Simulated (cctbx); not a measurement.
# Interatomic vectors of DyNi2C2

Space group C2/c (no. 15), a = 8.6280 Å, b = 5.4590 Å, c = 7.0880 Å, α = 90.00°, β = 126.55°, γ = 90.00°, content Dy4 Ni8 C8.

Simulated single-crystal data (cctbx): Mo Kα, λ = 0.71073 Å, to d = 0.75 Å, 95 % of the full sphere, strongest reflection 40000 counts, noise from counting, a 2 % proportional error and a noise floor of 8 counts (s.d.); no absorption, some extinction.

Patterson synthesis from sharpened amplitudes, origin scaled to 1000:

```text
Patterson group C 1 2/m 1
      u       v       w   height  length (A)
  0.000   0.000   0.000   1000.0     0.00
  0.000   0.263   0.500    399.3     3.82
  0.122   0.500   0.946    314.0     3.03
  0.122   0.284   0.449    263.0     3.11
  0.240   0.000   0.890    111.3     2.61
  0.248   0.165   0.402     59.2     2.50
  0.123   0.127   0.097     51.7     1.10
  0.000   0.108   0.500     50.7     3.59
  0.064   0.131   0.951     47.8     1.08
  0.076   0.095   0.174     45.5     1.12
  0.130   0.000   0.008     40.5     1.09
  0.014   0.087   0.871     40.4     1.10
  0.046   0.000   0.670     40.4     2.59
  0.050   0.500   0.754     40.2     3.40
```

**Question.** Which atom pairs make the peaks, and where is the heaviest atom?

A peak at u stands for all pairs with xi − xj = u, with weight Σ ZiZj against Σ Z² = 23984 at the origin. Peak heights follow these weights only roughly, since form factors, motion and series ripples differ, all vectors within 0.55 Å of a peak are counted as merged into it though the farther ones add only part of their weight, and F(000) is left out, which lowers the whole map:

| u | v | w | shortest length (Å) | height | 1000 ΣZiZj/ΣZ² | pairs in the cell |
| --- | --- | --- | --- | --- | --- | --- |
| 0.000 | 0.263 | 0.500 | 3.82 | 399 | 500 | 2 × Dy–Dy, 4 × Ni–Ni, 4 × C–C |
| 0.122 | 0.500 | 0.946 | 3.03 | 314 | 616 | 8 × Dy–Ni |
| 0.122 | 0.284 | 0.449 | 3.11 | 263 | 308 | 4 × Dy–Ni |
| 0.240 | 0.000 | 0.890 | 2.61 | 111 | 131 | 4 × Ni–Ni |
| 0.248 | 0.165 | 0.402 | 2.50 | 59 | 65 | 2 × Ni–Ni |
| 0.123 | 0.127 | 0.097 | 1.10 | 52 | 0 | none within 0.55 Å |
| 0.000 | 0.108 | 0.500 | 3.59 | 51 | 131 | 4 × Ni–Ni |
| 0.064 | 0.131 | 0.951 | 1.08 | 48 | 0 | none within 0.55 Å |
| 0.076 | 0.095 | 0.174 | 1.12 | 46 | 0 | none within 0.55 Å |

The table stops at ten peaks or at a height of 45, below which ripples compete. In the model behind the data Dy, the heaviest element, has 1 independent site: (0, 0.8663, 3/4), up to an allowed shift of origin; the Dy–Dy vectors are differences of these positions and their symmetry mates. The whole model:

```csv
atom,mult.,x,y,z,Ueq (Å²)
Dy1,4,0,0.8663,3/4,0.0104
Ni1,8,0.6205,0.9150,0.6922,0.0122
C1,8,0.1714,0.6623,0.5289,0.0306
```

The model is made up (kin elements in a known structure type, no relaxation), so it says nothing on whether the phase exists.

[Logs are printed without paths, hosts, clocks, repeated set-up lines and the standing remarks that a program may print on its own settings, such as how far it seeks lower states.]
